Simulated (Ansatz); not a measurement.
# VSi2As4 monolayer in a perpendicular field, part 2 of 2

What dipole does a perpendicular field induce in the VSi2As4 monolayer? A positive field points along +c.

Ansatz 0.2.0; plane-wave DFT, PBE-D3(BJ), Ansatz PAW.

So far. Step 2 (Relaxing the slab): The lattice constant a goes from 3.630 to 3.583 Å.

### 3. Atoms held, field 0

A sawtooth potential applies the field, turning back in the middle of the vacuum. With the dipole correction the typed value is the field outside the slab. The induced dipole is small, so the SCF threshold is tight.

The cell differs from the one that the last finished run ended in (c 48.779 → 27.809 Å).

input.yaml reads:

```yaml
crystal:
  lattice:
    - [3.5832181369, 0.0, 0.0]
    - [-1.7916090684, 3.1031579338, 0.0]
    - [0.0, 0.0, 27.8091680986]
  atoms:
    - { symbol: As, position: [0.0, 0.0, 0.3236342766] }
    - { symbol: Si, position: [0.3333333333, 0.6666666667, 0.3640254462], spin: 0.01 }
    - { symbol: As, position: [0.3333333333, 0.6666666667, 0.4484024667], spin: -0.04 }
    - { symbol: V, position: [0.0, 0.0, 0.5], spin: 0.85 }
    - { symbol: As, position: [0.3333333333, 0.6666666667, 0.5515975333], spin: -0.04 }
    - { symbol: Si, position: [0.3333333333, 0.6666666667, 0.6359745538], spin: 0.01 }
    - { symbol: As, position: [0.0, 0.0, 0.6763657234] }
magnetization:
  spin_polarized: true
kpoints:
  mp_grid: { grid: [18, 18, 1] }
  band_path:
    path: [[0, 0, 0], [0.5, 0, 0], [0.33333333, 0.33333333, 0], [0, 0, 0]]
    npoints: 16
hamiltonian:
  xc: pbe
  dispersion: d3bj
scf:
  occupations: { method: fermi_dirac, width: 0.02585 }
  convergence: { dr2_threshold: 1.0e-10 }
efield:
  axis: 3
  dipole_correction: true
  ramp_position: 0.97
  ramp_width: 0.06
  amplitude: 0
output:
  dos: { projected: true, e_range: [-6, 5] }
  write_potential: true
  write_density: true
  volumetric_format: npy
  elf: true
```

Command:

```sh
$ ansatz run input.yaml --threads 4 --pin off --max-ram 6144MiB --backend cpu --events-out ev --progress --plain --runs-dir out
```

Numbers of over 12 decimals in the logs are rounded to 6 here.

Log:

```text
[...]
Crystal: 7 atoms, lattice volume = 309.218 Å³
Basis set: ecut = 420 eV, 5919 PW (Γ)
Bands: 50, of which v1, the nominal top of the filled ones, is band 41 counted from 1 (40 counted from 0)
Symmetry: 6 space group operations
k-points: 37 of 324 (time reversal used)
[...]
Starting moments: Σ|m| = 0.95 μB on 5 of 7 sites
[...]
SCF iter   1: F=—  HF=-23606.839815 eV  |F-HF|=—  |Δ(HF+E_count)|=         —  Δρ=1.47e-2 (↑1.47e-2 ↓1.32e-2)  dr2=2.74e0  dr2_m=1.05e-1  M=0.435 μB ∫|m|=0.547 μB  β_m=0.67  ethr=3.10e-3  p=0.000 e·Å  D=4.39e-14 V/Å  ΔV_dip=-0.00 eV  dr2_dipole=1.27e-6  V_vac-E_F(+/−)=6.06/6.06 eV  ⟨swp⟩=8.7  Hψ=15619  notcnv=0  defer=2
[...]
efield: sawtooth ramp at fractional position 0.9700 (set: `efield.ramp_position`, or a place that a band, a saddle search or an elastic batch's reference lends), width 0.0600; the density the first Hamiltonian is built on has a dipole p = 0.000 e·Å; the dipole correction subtracts the counter field D = 4.39e-14 V/Å, which shifts the + side's vacuum level by -0.00 eV against the − side's; the planar-averaged density in the ramp window peaks in size at 8.4e-7 e/Å³
[...]
SCF iter   2: F=—  HF=-23609.044934 eV  |F-HF|=—  |Δ(HF+E_count)|=    2.21e0  Δρ=8.61e-3 (↑8.61e-3 ↓8.38e-3)  dr2=9.44e-1  dr2_m=9.27e-3  M=0.484 μB ∫|m|=0.581 μB  β_m=0.49  ethr=3.10e-3  p=-0.000 e·Å  D=-4.44e-5 V/Å  ΔV_dip=0.00 eV  dr2_dipole=4.17e-7  V_vac-E_F(+/−)=5.63/5.63 eV  ⟨swp⟩=2.1  Hψ=4763  notcnv=0  defer=217
density mixer auto → msr1: a metal under ldos (density of states about μ 0.73 of a free-electron gas's, 60 screened modes)
SCF iter   3: F=—  HF=-23611.577728 eV  |F-HF|=—  |Δ(HF+E_count)|=    2.53e0  Δρ=5.61e-3 (↑4.84e-3 ↓5.61e-3)  dr2=4.95e-2  dr2_m=6.35e-2  M=0.724 μB ∫|m|=0.848 μB  β_m=0.72  ethr=1.17e-3  p=0.000 e·Å  D=1.28e-4 V/Å  ΔV_dip=-0.00 eV  dr2_dipole=1.93e-6  V_vac-E_F(+/−)=5.05/5.05 eV  ⟨swp⟩=3.0  Hψ=5121  notcnv=0  defer=217
[...]
SCF iter  17: F=-23611.834392 eV  HF=-23611.834392 eV  |F-HF|=4.73e-11  |Δ(HF+E_count)|=  6.55e-11  Δρ=5.62e-8 (↑5.62e-8 ↓2.93e-8)  dr2=2.40e-11  dr2_m=3.72e-12  M=0.984 μB ∫|m|=1.276 μB  ethr=1.00e-12  p=-0.000 e·Å  D=-1.36e-7 V/Å  ΔV_dip=0.00 eV  dr2_dipole=4.90e-12  V_vac-E_F(+/−)=5.00/5.00 eV  ⟨swp⟩=10.8  Hψ=12528  notcnv=0
SCF 1 converged in 17 iterations: F = -23611.834392 eV  dr2 = 2.40e-11
[...]
NSCF: frozen V_eff on 49 k-points
efield: sawtooth ramp at fractional position 0.9700 (kept from the solve that this one continues, or follows in the run), width 0.0600; the density the first Hamiltonian is built on has a dipole p = -0.000 e·Å; the dipole correction subtracts the counter field D = -1.36e-7 V/Å, which shifts the + side's vacuum level by +0.00 eV against the − side's; the planar-averaged density in the ramp window peaks in size at 1.1e-6 e/Å³
SCF converged after 17 iterations
Magnetization: 0.9842 μB (40.9921 up, 40.0079 down)
Absolute magnetization: 1.2723 μB (∫|ρ↑−ρ↓|, with the PAW one-centre terms)
[...]
Per-site moments (μB) at R_I (Å): [(8.048577967705102e-5, 0.971041), (0.00946269, 0.967913), (-0.042305, 0.967913), (0.869423, 1.038543), (-0.042305, 0.967913), (0.00946269, 0.967913), (8.051041634437689e-5, 0.971041)]
Free energy (F): -23611.834392 eV
[...]
Internal energy: -23611.833162 eV  (E = F + TS)
E sigma→0 (E₀):  -23611.833777 eV
Entropy (-TS):   -0.001230 eV (-0.176 meV/atom)
Fermi energy:    1.540684 eV
Dipole field:    D = 0.000002 V/Å  (p = 0.000004 e·Å, saw-weighted, corrected)
Work function:   Φ+ = 4.9972 eV   Φ− = 4.9973 eV
Levels:          The Fermi level and band energies are counted from a zero that moves with the ramp; work functions are not
[...]
--- Band table (eV; the first three rows and the last of 74) ---
  k-point 0 ↑: bands = [... 37 lower, 1.1069, 1.2523, 1.2523, 1.4639, 4.2983, 4.2983, 4.3028, 4.3589, ... 5 higher]
  k-point 1 ↑: bands = [... 37 lower, 1.0142, 1.1333, 1.1891, 1.4759, 4.1141, 4.1395, 4.3558, 4.3584, ... 5 higher]
  k-point 2 ↑: bands = [... 37 lower, 0.7805, 1.0129, 1.0373, 1.4392, 3.7335, 3.7474, 4.2570, 4.4845, ... 5 higher]
  k-point 36 ↓: bands = [... 37 lower, -0.9324, 0.0341, 0.7034, 2.3161, 3.0335, 3.1472, 3.2685, 3.6575, ... 5 higher]
```

The job ended after 81 s (4 threads of Arm Neoverse V1, shared host; peak memory 1.5 GiB; 5.3 min of CPU time).

This step gave:

```yaml
energy_at_zero_smearing: -23611.8338 eV
total_moment: 0.9842 μB
site_moments: 8.05e-5, 0.009463, -0.04231, 0.8694, -0.04231, 0.009463, 8.05e-5 μB
work_function_upper_face: 4.997 eV
dipole_along_the_normal: 3.86e-6 e·Å
```

Running mean over a fixed 2.8 Å (it still follows the layers) of the planar mean; the ramp of the sawtooth is left out. Electron's electrostatic potential energy less the Fermi level against z:

```tsv
z (Å)	electron's electrostatic potential energy less the Fermi level (eV)
4	5.00
5	4.99
6	4.94
7	4.03
8	1.19
9	-3.79
10	-4.69
11	-3.40
12	-1.46
13	-4.08
14	-4.98
15	-3.54
16	-1.46
17	-3.84
18	-4.96
19	-2.88
20	1.87
21	4.42
22	4.96
23	5.00
24	5.00
```

The density of states has structure finer than the step of the table below, so its rows give means over 0.2 eV, whole bins alone (the curve runs from -6 to 1.99 eV). Peaks (eV: height): total -3.82: 10.1, -2.44: 8.23, -2.06: 7.48, -1.56: 7.81, -1.20: 10.4, -1.04: 11.9, 1.91: 12.7; up -3.82: 6.23, -2.44: 5.42, -2.06: 4.03, -1.62: 5.28, -1.20: 7.05, 0.92: 5.24, 1.91: 6.50; down -5.17: 4.97, -4.62: 4.76, -3.79: 4.20, -1.92: 3.86, -1.53: 4.59, -1.04: 8.45, 1.91: 6.16.

The density of states by energy, zero at the Fermi level; means over each step; values in states/eV a cell:

```tsv
energy (eV)	total	up	down
-5.8	0.438	0.220	0.218
-5.6	0.479	0.241	0.238
-5.4	0.589	0.302	0.287
-5.2	1.86	0.681	1.18
-5.0	0.0971	0.0536	0.0435
-4.8	2.95	1.80	1.14
-4.6	4.62	2.00	2.61
-4.4	2.70	1.51	1.19
-4.2	3.09	1.35	1.74
-4.0	2.21	1.14	1.07
-3.8	5.96	3.16	2.79
-3.6	2.96	1.29	1.67
-3.4	2.12	1.12	1.000
-3.2	4.09	2.14	1.94
-3.0	3.46	1.64	1.81
-2.8	3.31	1.71	1.60
-2.6	5.51	2.76	2.75
-2.4	6.09	3.21	2.88
-2.2	5.75	2.87	2.87
-2.0	6.59	3.24	3.35
-1.8	3.70	1.93	1.77
-1.6	5.80	3.27	2.54
-1.4	5.14	2.88	2.26
-1.2	8.04	4.86	3.18
-1.0	8.20	3.09	5.12
-0.8	3.91	1.51	2.40
-0.6	3.42	2.02	1.40
-0.4	3.25	2.58	0.670
-0.2	1.70	1.25	0.453
0.0	0.682	0.441	0.241
0.2	0.811	0	0.811
0.4	2.09	0.342	1.75
0.6	2.10	0.729	1.37
0.8	2.65	1.61	1.04
1.0	2.48	2.48	0
1.2	1.23	1.23	0
1.4	1.85	0.945	0.907
1.6	3.22	1.70	1.51
1.8	7.08	3.40	3.68
```

Projected DOS per atom over height of the atomic layer and energy from the Fermi level. Layers: As Si As V As Si As from below.

Ten even steps from '0' (0.01 states/eV) to '9' (3.32 states/eV), each cell a mean:
```
1119111
0003000
0003000
0005000
0004000
0001000
0005000
1023201
3046403
2023202
2112112
3121213
2221222
1111111
1111111
1111111
1110111
0110110
1120211
0000000
0000000
0000000
```
Columns: height of the atomic layer (Å) from 9 to 18.8 (not evenly spaced); rows upwards: energy from the Fermi level (eV) from -5.96 to 1.96.

Projected DOS per atom, spin up over height of the atomic layer and energy from the Fermi level. Layers: As Si As V As Si As from below.

Values in states/eV, 22 rows by 7 columns, each cell a mean:
```
0.31 0.31 0.32 1.21 0.32 0.31 0.31
0.07 0.06 0.15 0.55 0.15 0.06 0.07
0.06 0.05 0.16 1.15 0.16 0.05 0.06
0.02 0.03 0.06 1.14 0.06 0.03 0.02
0.00 0.00 0.01 0.26 0.01 0.00 0.00
0.02 0.01 0.01 0.36 0.01 0.01 0.02
0.08 0.05 0.11 1.64 0.11 0.05 0.08
0.16 0.08 0.22 0.72 0.22 0.08 0.16
0.57 0.15 0.66 1.13 0.66 0.15 0.57
0.44 0.15 0.53 0.87 0.53 0.15 0.44
0.42 0.22 0.31 0.48 0.31 0.22 0.42
0.60 0.29 0.39 0.36 0.39 0.29 0.60
0.47 0.34 0.47 0.35 0.47 0.34 0.47
0.29 0.20 0.24 0.22 0.24 0.20 0.29
0.27 0.21 0.26 0.21 0.26 0.21 0.27
0.28 0.25 0.29 0.20 0.29 0.25 0.28
0.19 0.19 0.30 0.18 0.30 0.19 0.19
0.15 0.18 0.32 0.16 0.32 0.18 0.15
0.27 0.33 0.38 0.14 0.38 0.33 0.27
0.10 0.08 0.06 0.01 0.06 0.08 0.10
0.06 0.06 0.03 0.01 0.03 0.06 0.06
0.05 0.04 0.01 0.00 0.01 0.04 0.05
```
Columns: height of the atomic layer (Å) from 9 to 18.8 (not evenly spaced); rows upwards: energy from the Fermi level (eV) from -5.96 to 1.96.

Projected DOS per atom, spin down over height of the atomic layer and energy from the Fermi level. Layers: As Si As V As Si As from below.

Values in states/eV, 22 rows by 7 columns, each cell a mean:
```
0.25 0.26 0.15 2.11 0.15 0.26 0.25
0.07 0.11 0.06 0.67 0.06 0.11 0.07
0.00 0.00 0.00 0.01 0.00 0.00 0.00
0.03 0.03 0.02 0.80 0.02 0.03 0.03
0.03 0.05 0.04 1.15 0.04 0.05 0.03
0.02 0.01 0.02 0.25 0.02 0.01 0.02
0.04 0.02 0.13 0.28 0.13 0.02 0.04
0.20 0.08 0.45 0.55 0.45 0.08 0.20
0.56 0.13 0.86 1.04 0.86 0.13 0.56
0.44 0.18 0.39 0.41 0.39 0.18 0.44
0.47 0.22 0.28 0.25 0.28 0.22 0.47
0.60 0.28 0.43 0.27 0.43 0.28 0.60
0.41 0.34 0.47 0.24 0.47 0.34 0.41
0.30 0.20 0.25 0.15 0.25 0.20 0.30
0.26 0.20 0.24 0.14 0.24 0.20 0.26
0.31 0.27 0.37 0.20 0.37 0.27 0.31
0.18 0.18 0.25 0.12 0.25 0.18 0.18
0.16 0.19 0.33 0.13 0.33 0.19 0.16
0.25 0.31 0.31 0.08 0.31 0.31 0.25
0.10 0.08 0.06 0.01 0.06 0.08 0.10
0.06 0.05 0.03 0.01 0.03 0.05 0.06
0.05 0.04 0.01 0.00 0.01 0.04 0.05
```
Columns: height of the atomic layer (Å) from 9 to 18.8 (not evenly spaced); rows upwards: energy from the Fermi level (eV) from -5.96 to 1.96.

Deep bands are left out, so band numbers here count from the lowest band kept and differ from the log's. The electronic bands at the labelled points (eV, zero at the Fermi level; # counts the bands kept):

```tsv
point	up #11	up #12	up #13	up #14	down #9	down #11	down #12	down #13
Γ	-0.29	-0.29	-0.08	2.76	-0.40	-0.05	-0.05	0.84
halfway	-1.05	-0.98	-0.42	1.39	-1.51	-0.82	-0.73	0.51
M	-1.45	-0.78	-0.58	0.83	-1.92	-1.23	-0.42	-0.01
halfway	-1.57	-1.10	-0.29	0.58	-1.98	-1.45	-1.02	0.46
K	-1.55	-0.87	0.00	0.33	-2.60	-1.51	-0.84	0.78
halfway	-1.24	-0.99	-0.45	1.36	-1.65	-1.08	-0.87	0.49
Γ	-0.29	-0.29	-0.08	2.76	-0.40	-0.05	-0.05	0.84
```

Site moment by atom:

```tsv
atom	site moment (μB)
As1	0.000
Si2	0.009
As3	-0.042
V4	0.869
As5	-0.042
Si6	0.009
As7	0.000
```

Spin density in the ca plane at fractional y = 0.667, with atoms of Si and As within 0.2 Å of it.

Ten even steps from '0' (-0.014 e/Å³) to '9' (0.055 e/Å³), each cell a mean:
```
22222222222222222111223696322111222222222222
22222222222222222222223796322222222222222222
22222222222222222111113575211111222222222222
22222222222222222110001343100011222222222222
22222222222222222210000221000012222222222222
22222222222222233222420111024222332222222222
22222222222222233211210111012112322222222222
22222222222222222210001232100012222222222222
22222222222222222111012464210111222222222222
```
Columns run along c (16.0 Å, from fractional 0.19 to 0.76 of the cell), rows up along a (3.6 Å). Atoms in or near the plane, at fractional coordinates: Si at (0.36, 0.33), As at (0.45, 0.33), As at (0.55, 0.33), Si at (0.64, 0.33).

ELF in the ca plane at fractional y = 0.667, with atoms of Si and As within 0.2 Å of it. It is the smooth field of the valence electrons, not physical close to the nuclei.

Ten even steps from '0' (0.00) to '9' (0.88), each cell a mean:
```
00000000000000024677666652111344210124431112
00000000000000024787665541001222100012221001
00000000000000013566667764223566411146653224
00000000000000001234578876666678742478766666
00000000000000000001366546987545753575457896
00000000000000000000243346996322543452237996
00000000000000000001254336997423643463247996
00000000000000000112478766776667753577666776
00000000000000002355678875445678631368765445
```
Columns run along c (16.0 Å, from fractional 0.06 to 0.63 of the cell), rows up along a (3.6 Å). Atoms in or near the plane, at fractional coordinates: Si at (0.36, 0.33), As at (0.45, 0.33), As at (0.55, 0.33).

Valence density in the ca plane at fractional y = 0.667, with atoms of Si and As within 0.2 Å of it. It is the smooth field of the valence electrons, not physical close to the nuclei.

Values in e/Å³, 5 rows by 16 columns, each cell a mean:
```
 0  0  0  0  0  0  0  0  0  0  0  0  0  0  0  0
 0  0  0  0  0  0  0  0  0  0  0  0  0  0  0  0
 0  0  0  0  0  0  1  6  1  1  6  0  0  0  0  0
 0  0  0  0  0  0  1 14  1  2 13  1  0  0  0  0
 0  0  0  0  0  0  0  1  0  0  1  0  0  0  0  0
```
Columns run along c (16.0 Å, from fractional 0.19 to 0.76 of the cell), rows up along a (3.6 Å). Atoms in or near the plane, at fractional coordinates: Si at (0.36, 0.33), As at (0.45, 0.33), As at (0.55, 0.33), Si at (0.64, 0.33).

The work function of the upper face is 5.00 eV.

### 4. Single point, field 0.1 V/Å

input.yaml: that of step 3 with these lines changed.

```diff
@@ -31,5 +31,4 @@
   ramp_width: 0.06
-  amplitude: 0
+  amplitude: 0.1
 output:
-  dos: { projected: true, e_range: [-6, 5] }
   write_potential: true
@@ -37,2 +36 @@
   volumetric_format: npy
-  elf: true
```

Log:

```text
[...]
Crystal: 7 atoms, lattice volume = 309.218 Å³
Basis set: ecut = 420 eV, 5919 PW (Γ)
Bands: 50, of which v1, the nominal top of the filled ones, is band 41 counted from 1 (40 counted from 0)
Symmetry: 6 space group operations
k-points: 37 of 324 (time reversal used)
[...]
Starting moments: Σ|m| = 0.95 μB on 5 of 7 sites
[...]
k-point 0 ↑: bands = [... 37 lower, 1.1054, 1.2537, 1.2537, 1.4637, 4.2922, 4.2966, 4.2966, 4.3678, ... 5 higher]
  k-point 1 ↑: bands = [... 37 lower, 1.0135, 1.1330, 1.1900, 1.4757, 4.1083, 4.1438, 4.3476, 4.3657, ... 5 higher]
  k-point 2 ↑: bands = [... 37 lower, 0.7809, 1.0124, 1.0375, 1.4390, 3.7251, 3.7545, 4.2563, 4.4843, ... 5 higher]
  k-point 36 ↓: bands = [... 37 lower, -0.9328, 0.0333, 0.7036, 2.3156, 3.0330, 3.1467, 3.2677, 3.6571, ... 5 higher]
[key lines of the parts left out:]
SCF converged after 16 iterations
Magnetization: 0.9841 μB (40.9921 up, 40.0079 down)
Free energy (F): -23611.838052 eV
Fermi energy:    1.540317 eV
Dipole field:    D = 0.042844 V/Å  (p = 0.073215 e·Å, saw-weighted, corrected)
```

The job ended after 82 s (4 threads; peak memory 1.5 GiB; 5.3 min of CPU time).

The dipole is 0.0732 e·Å.

### 5. Atoms held, field -0.1 V/Å

input.yaml: that of step 4 with these lines changed.

```diff
@@ -31,3 +31,3 @@
   ramp_width: 0.06
-  amplitude: 0.1
+  amplitude: -0.1
 output:
```

Log:

```text
[...]
Crystal: 7 atoms, lattice volume = 309.218 Å³
Basis set: ecut = 420 eV, 5919 PW (Γ)
Bands: 50, of which v1, the nominal top of the filled ones, is band 41 counted from 1 (40 counted from 0)
Symmetry: 6 space group operations
k-points: 37 of 324 (time reversal used)
[...]
Starting moments: Σ|m| = 0.95 μB on 5 of 7 sites
[...]
k-point 0 ↑: bands = [... 37 lower, 1.1054, 1.2537, 1.2537, 1.4637, 4.2922, 4.2966, 4.2966, 4.3678, ... 5 higher]
  k-point 1 ↑: bands = [... 37 lower, 1.0135, 1.1330, 1.1900, 1.4757, 4.1083, 4.1438, 4.3476, 4.3657, ... 5 higher]
  k-point 2 ↑: bands = [... 37 lower, 0.7809, 1.0124, 1.0375, 1.4390, 3.7251, 3.7545, 4.2563, 4.4843, ... 5 higher]
  k-point 36 ↓: bands = [... 37 lower, -0.9328, 0.0333, 0.7036, 2.3156, 3.0330, 3.1467, 3.2677, 3.6571, ... 5 higher]
[key lines of the parts left out:]
SCF converged after 17 iterations
Magnetization: 0.9841 μB (40.9921 up, 40.0079 down)
Free energy (F): -23611.838052 eV
Fermi energy:    1.540317 eV
Dipole field:    D = -0.042845 V/Å  (p = -0.073215 e·Å, saw-weighted, corrected)
```

The job ended after 87 s (4 threads; peak memory 1.5 GiB).

The dipole is -0.0732 e·Å.

### 6. Response, atoms held

This step: plane-wave DFT, PBE-D3(BJ), Ansatz PAW; response to a field along the normal, atoms held (Ansatz 0.2.0).

The dipoles give the slope, and the difference of two potentials shows where the field is screened.

Numbers from this step:

| Property | Result |
| --- | --- |
| equivalent conductor thickness p/(ε₀AE) | 11.91 Å |
| distance between the outer atoms | 9.809 Å |

Dipole of the cell against applied field:

```tsv
applied field (V/Å)	dipole of the cell (e·Å)
-0.1000	-0.0732
0.0000	3.9e-6
0.1000	0.0732
```

The total moment stays at 0.984 μB for applied field from -0.1 to 0.1 V/Å.

Local field over the applied field, running mean. From the potentials at -0.1 and 0.1 V/Å; running mean over 2.5 Å. The local field over applied field by z:

```tsv
z (Å)	local field over applied field
4.5	0.998
5.0	0.994
5.5	0.982
6.0	0.952
6.5	0.885
7.0	0.760
7.5	0.592
8.0	0.414
8.5	0.242
9.0	0.110
9.5	0.0572
10.0	0.0513
10.5	0.0567
11.0	0.0722
11.5	0.0750
12.0	0.0526
12.5	0.0379
13.0	0.0350
13.5	0.0242
14.0	0.0189
14.5	0.0291
15.0	0.0363
15.5	0.0410
16.0	0.0624
16.5	0.0777
17.0	0.0657
17.5	0.0534
18.0	0.0514
18.5	0.0686
19.0	0.152
19.5	0.305
20.0	0.482
20.5	0.659
21.0	0.815
21.5	0.917
22.0	0.967
22.5	0.988
23.0	0.996
23.5	0.999
```

The induced electron density oscillates, so the rows of the table below give means over windows of 1 Å about each position, cut where the curve ends. Its maxima inside the range that stand out by 2 % of the span (Å: e/Å³ per V/Å): 8.0: 0.00356, 11.2: 5.6e-4, 12.3: 8.1e-4, 14.5: 8.1e-4, 16.1: 1.1e-4, 17.5: 0.00145. Its minima: 10.3: -0.00145, 11.7: -1.1e-4, 13.3: -8.1e-4, 15.5: -8.1e-4, 16.7: -5.6e-4, 19.8: -0.00356.

Electrons, planar mean, per unit field. Table of induced electron density by z; means over each step:

```tsv
z (Å)	induced electron density (e/Å³ per V/Å)
5	3.4e-5
6	2.7e-4
7	0.00154
8	0.00296
9	7.9e-4
10	-6.7e-4
11	2.0e-4
12	3.2e-4
13	-1.2e-4
14	1.5e-4
15	-1.7e-4
16	-2.2e-4
17	7.2e-5
18	3.2e-4
19	-0.00102
20	-0.00308
21	-0.00115
22	-1.9e-4
23	-2.3e-5
```

By hand: between -0.1 and 0.1 V/Å the dipole changes by 0.1464 e·Å, a slope of 0.7321 e·Å²/V. A perfect conductor of thickness t has p = ε₀AEt, so t = 180.95 × 0.7321 / 11.119 = 11.91 Å (e/ε₀ = 180.95 V·Å, A in Å²).

The induced dipole is that of a conductor 11.91 Å thick.

### 7. Results

```yaml
gap_without_field: none
work_function_upper_face: 5.00 eV
equivalent_conductor_thickness_atoms_held: 11.9 Å
```

In words: The induced dipole equals that of a perfect conductor 11.91 Å thick, while the outer atoms lie 9.81 Å apart. There is no gap over 0.03 eV, with or without the field. For an open d or f shell that can be the fault of a semilocal functional without a Hubbard term. The magnetic order is the one reached from the typed start; other orders were not compared. Spin-orbit coupling is left out. The outer anions sit over the metal atoms, one of several polytypes of such layers and not the lowest for every compound.

[Logs are printed without paths, hosts, clocks, repeated set-up lines and the standing remarks that a program may print on its own settings, such as how far it seeks lower states.]

[Hosts, paths, dates, database ids (printed as entryN), source tags and the programs' standing remarks are cut or masked in the printed files.]

[Maps of the electrostatic potential energy from Ansatz leave out the sawtooth potential of an applied field or a dipole correction, so their vacuum need not be flat; planar profiles and work functions include it.]
